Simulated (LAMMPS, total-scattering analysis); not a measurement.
# zinc-blende solid solution (Cd0.62,Hg0.38)Se: cell edge against temperature

Simulated by classical molecular dynamics (LAMMPS) with the Stillinger-Weber II-VI potential (Zhou et al., Phys. Rev. B 88, 085309 (2013)); 512 atoms, zero pressure, classical nuclei. The potential was fitted to tetrahedral crystals; it favours four neighbours in the liquid and keeps the solid to temperatures at which the real compounds have long melted or sublimed.

| T (K) | cell edge (Å) |
| --- | --- |
| 100 | 6.0669 |
| 300 | ? |
| 520 | 6.0839 |
| 750 | 6.0930 |
| 1200 | 6.1104 |

**Task.** Fit a straight line to the known rows, say what its slope means, and predict the withheld row.

The means are x̄ = 642.5 and ȳ = 6.08855. Σ(x − x̄)(y − ȳ) = 24.974 and Σ(x − x̄)² = 6.3168e+05, so the slope is 3.954e-05 and the intercept 6.06315. The residuals are -0.0002, +0.0002, +0.0002, -0.0002.

The slope over the edge is the mean linear expansion, 3.95e-05/6.0669 = 6.5×10⁻⁶ K⁻¹; classical dynamics keeps it finite down to 0 K, where a real crystal's goes to zero.

At 300 K the line gives 6.0750; the run gave 6.0749, a miss of +0.0001, 0 % of the range covered. With all rows in view, the slope between neighbours runs 4e-05, 4.09e-05, 3.96e-05, 3.87e-05: steady within a tenth, so a line serves.
